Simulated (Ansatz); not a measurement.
# Ge wire along [111], 38 atoms a period, H-terminated: bands by functional and under strain, part 3 of 3

Aim: is the Ge wire along [111], 38 atoms a period, H-terminated a metal or a semiconductor?

Ansatz 0.2.0; DFT PBE, plane waves, PAW; relaxation of a wire's period; PAW set soft_1 (the session's first sound run).

So far, band gap (eV): step 3 (bands of the perfect wire, PBE) 1.94; step 4 (r2SCAN PBE, cutoff 500 eV, k-mesh 1×1×7) 2.26; step 5 (relaxing the atoms, period over the relaxed period 1.06, k-mesh …, PBE) 1.45.

## (6) At a strained period, period over the relaxed period 0.97, k-mesh 1×1×7

Level of this step: DFT PBE, plane waves, PAW; relaxation at a fixed period; PAW set soft_1 (Ansatz).

The period is set to 0.97 times the relaxed one and the atoms relax within it: strain changes bond lengths and angles, which shifts the bands against each other. Against the first PBE run of this kind, the mesh along the wire has 7 points against 9.

The cell differs from the one that the last finished run ended in (c 10.554 → 9.658 Å).

input.yaml

```yaml
crystal:
  lattice:
    - [17.493, 0.0, 0.0]
    - [0.0, 19.148, 0.0]
    - [0.0, 0.0, 9.6575824304]
  atoms:
    - { symbol: Ge, position: [0.270286229, 0.498971731, 0.001344755] }
    - { symbol: Ge, position: [0.386106451, 0.682244641, 0.001345402] }
    - { symbol: Ge, position: [0.5, 0.499989826, 0.999753581] }
    - { symbol: Ge, position: [0.613893549, 0.682244641, 0.001345402] }
    - { symbol: Ge, position: [0.270286229, 0.501007631, 0.248655245] }
    - { symbol: Ge, position: [0.386106451, 0.317734721, 0.248654598] }
    - { symbol: Ge, position: [0.384178037, 0.681226393, 0.24865667] }
    - { symbol: Ge, position: [0.5, 0.499989536, 0.250246419] }
    - { symbol: Ge, position: [0.613893549, 0.317734721, 0.248654598] }
    - { symbol: Ge, position: [0.615821963, 0.681226393, 0.24865667] }
    - { symbol: Ge, position: [0.729713771, 0.501007631, 0.248655245] }
    - { symbol: H, position: [0.197276894, 0.659657177, 0.281459911] }
    - { symbol: H, position: [0.5, 0.180645856, 0.281449917] }
    - { symbol: H, position: [0.802723106, 0.659657177, 0.281459911] }
    - { symbol: H, position: [0.197761508, 0.46220826, 0.300166906] }
    - { symbol: H, position: [0.313061111, 0.279759289, 0.300168824] }
    - { symbol: H, position: [0.384700361, 0.758005817, 0.300171911] }
    - { symbol: H, position: [0.615299639, 0.758005817, 0.300171911] }
    - { symbol: H, position: [0.686938889, 0.279759289, 0.300168824] }
    - { symbol: H, position: [0.802238492, 0.46220826, 0.300166906] }
    - { symbol: Ge, position: [0.269768477, 0.621426211, 0.334403312] }
    - { symbol: Ge, position: [0.384287696, 0.43895656, 0.333502536] }
    - { symbol: Ge, position: [0.5, 0.622055024, 0.333504619] }
    - { symbol: Ge, position: [0.5, 0.257114195, 0.334397639] }
    - { symbol: Ge, position: [0.615712304, 0.43895656, 0.333502536] }
    - { symbol: Ge, position: [0.730231523, 0.621426211, 0.334403312] }
    - { symbol: Ge, position: [0.270061057, 0.621272137, 0.580993475] }
    - { symbol: Ge, position: [0.384493889, 0.439065676, 0.583133176] }
    - { symbol: Ge, position: [0.5, 0.621837888, 0.583135813] }
    - { symbol: Ge, position: [0.5, 0.257424448, 0.580988822] }
    - { symbol: Ge, position: [0.615506111, 0.439065676, 0.583133176] }
    - { symbol: Ge, position: [0.729938943, 0.621272137, 0.580993475] }
    - { symbol: H, position: [0.197202343, 0.41547738, 0.615834677] }
    - { symbol: H, position: [0.268489265, 0.302677888, 0.615832495] }
    - { symbol: H, position: [0.428713296, 0.781812176, 0.615834302] }
    - { symbol: H, position: [0.571286704, 0.781812176, 0.615834302] }
    - { symbol: H, position: [0.731510735, 0.302677888, 0.615832495] }
    - { symbol: H, position: [0.802797657, 0.41547738, 0.615834677] }
    - { symbol: H, position: [0.197202343, 0.584501982, 0.634165323] }
    - { symbol: H, position: [0.268489265, 0.697301473, 0.634167505] }
    - { symbol: H, position: [0.428713296, 0.218167186, 0.634165698] }
    - { symbol: H, position: [0.571286704, 0.218167186, 0.634165698] }
    - { symbol: H, position: [0.731510735, 0.697301473, 0.634167505] }
    - { symbol: H, position: [0.802797657, 0.584501982, 0.634165323] }
    - { symbol: Ge, position: [0.270061057, 0.378707225, 0.669006525] }
    - { symbol: Ge, position: [0.384493889, 0.560913686, 0.666866824] }
    - { symbol: Ge, position: [0.5, 0.378141474, 0.666864187] }
    - { symbol: Ge, position: [0.5, 0.742554914, 0.669011178] }
    - { symbol: Ge, position: [0.615506111, 0.560913686, 0.666866824] }
    - { symbol: Ge, position: [0.729938943, 0.378707225, 0.669006525] }
    - { symbol: Ge, position: [0.269768477, 0.378553151, 0.915596688] }
    - { symbol: Ge, position: [0.384287696, 0.561022802, 0.916497464] }
    - { symbol: Ge, position: [0.5, 0.377924338, 0.916495381] }
    - { symbol: Ge, position: [0.5, 0.742865167, 0.915602361] }
    - { symbol: Ge, position: [0.615712304, 0.561022802, 0.916497464] }
    - { symbol: Ge, position: [0.730231523, 0.378553151, 0.915596688] }
    - { symbol: H, position: [0.197761508, 0.537771102, 0.949833094] }
    - { symbol: H, position: [0.313061111, 0.720220073, 0.949831176] }
    - { symbol: H, position: [0.384700361, 0.241973545, 0.949828089] }
    - { symbol: H, position: [0.615299639, 0.241973545, 0.949828089] }
    - { symbol: H, position: [0.686938889, 0.720220073, 0.949831176] }
    - { symbol: H, position: [0.802238492, 0.537771102, 0.949833094] }
    - { symbol: H, position: [0.197276894, 0.340322184, 0.968540089] }
    - { symbol: H, position: [0.5, 0.819333506, 0.968550083] }
    - { symbol: H, position: [0.802723106, 0.340322184, 0.968540089] }
    - { symbol: Ge, position: [0.384178037, 0.318752969, 0.00134333] }
    - { symbol: Ge, position: [0.615821963, 0.318752969, 0.00134333] }
    - { symbol: Ge, position: [0.729713771, 0.498971731, 0.001344755] }
kpoints:
  mp_grid: { grid: [1, 1, 7] }
  band_path: { path: ["Γ", Z], npoints: 90 }
scf:
  occupations: { method: fermi_dirac, width: 0.05 }
hamiltonian:
  xc: pbe
  pseudopotentials: { kind: paw, azcp: { folder: soft_1 } }
relax:
  max_steps: 40
  f_tol: 0.02
output:
  stress: true
```

Command:

```bash
> ansatz run input.yaml --threads 16 --pin off --max-ram 61440MiB --backend cuda --events-out ev --progress --plain --runs-dir out --max-vram 78GiB
```

Numbers of over 12 decimals in the logs are rounded to 6 here.

Log:

```text
[...]
Crystal: 68 atoms, lattice volume = 3234.865 Å³
Basis set: ecut = 420 eV, 63201 PW (Γ), exchange–correlation on 240×256×144 points (8 copies of the dense FFT grid, shifted against one another)
Bands: 349, of which v1, the nominal top of the filled ones, is band 281 counted from 1 (280 counted from 0)
Symmetry: 4 space group operations
[...]
k-points: 4 of 7
[...]
- { symbol: Ge, position: [0.731853, 0.622282, 0.334441] }
[...]
- { symbol: Ge, position: [0.731853, 0.377698, 0.915559] }
[...]
- { symbol: H, position: [0.802835, 0.537296, 0.940753] }
    - { symbol: H, position: [0.196587, 0.339960, 0.975007] }
    - { symbol: H, position: [0.5, 0.820061, 0.975016] }
    - { symbol: H, position: [0.803413, 0.339960, 0.975007] }
    - { symbol: Ge, position: [0.383220, 0.317545, -0.00142283] }
    - { symbol: Ge, position: [0.616780, 0.317545, -0.00142283] }
    - { symbol: Ge, position: [0.731337, 0.498818, -0.00142225] }
[key lines of the parts left out:]
SCF converged after 7 iterations
```

Wall time 18 s (1 × NVIDIA GB200 with 16 threads of Arm Neoverse V2, shared host); peak memory 2.4 GiB; 1.9 min of CPU time.

Step by step:

```csv
step,energy less that of the first step (eV),largest force component (eV/Å)
1,0.0000,0.4429
2,-0.2603,0.0591
3,-0.2680,0.0366
4,-0.2717,0.0043
```

The run keeps the 4 symmetry operations that it works with, so distortions that break them were not tested.

The atoms that moved most (Å):

```csv
atom,dx,dy,dz,length
H42,0.002,-0.013,0.100,0.100
H41,-0.002,-0.013,0.100,0.100
H36,0.002,0.013,-0.100,0.100
H35,-0.002,0.013,-0.100,0.100
H38,0.012,-0.005,-0.099,0.100
H33,-0.012,-0.005,-0.099,0.100
H44,0.012,0.005,0.099,0.100
H39,-0.012,0.005,0.099,0.100
```

Numbers from this step:

```yaml
band_gap: 2.018 eV
```

Electronic bands along the path, in eV, zero at the Fermi level; v1 is the highest filled band, c1 the lowest empty one:

```csv
point,v4,v3,v2,v1,c1,c2,c3,c4
Γ,-1.78,-1.71,-1.71,-1.00,1.25,1.29,1.38,1.41
halfway,-1.95,-1.65,-1.65,-1.41,1.25,1.27,1.27,1.29
Z,-1.89,-1.89,-1.79,-1.79,1.02,1.17,1.17,1.21
```

The gap is 2.02 eV, against 1.94 eV under PBE at the relaxed period.

## (7) Summary of results

| Quantity | Value |
| --- | --- |
| cell length, PBE | 9.956 Å |
| gap, PBE | 1.94 eV |
| gap, r2SCAN | 2.26 eV |
| gap, period scaled by 1.06 | 1.45 eV |
| gap, period scaled by 0.97 | 2.02 eV |

Under PBE the cell's length is 9.96 Å, and a gap of 1.94 eV makes it a semiconductor. At the relaxed period the wire is gapped under every functional, from 1.94 eV (PBE) to 2.26 eV (r2SCAN). Weak screening in one dimension makes quasiparticle gaps larger than the semilocal gaps, as a rule. Strain matters: under PBE the gap goes from 1.94 eV to 2.02 eV at 0.97 times the period and 1.45 eV at 1.06 times the period.

[Logs are printed without paths, hosts, clocks, repeated set-up lines and the standing remarks that a program may print on its own settings, such as how far it seeks lower states.]

[Hosts, paths, dates, database ids (printed as entryN), source tags and the programs' standing remarks are cut or masked in the printed files.]
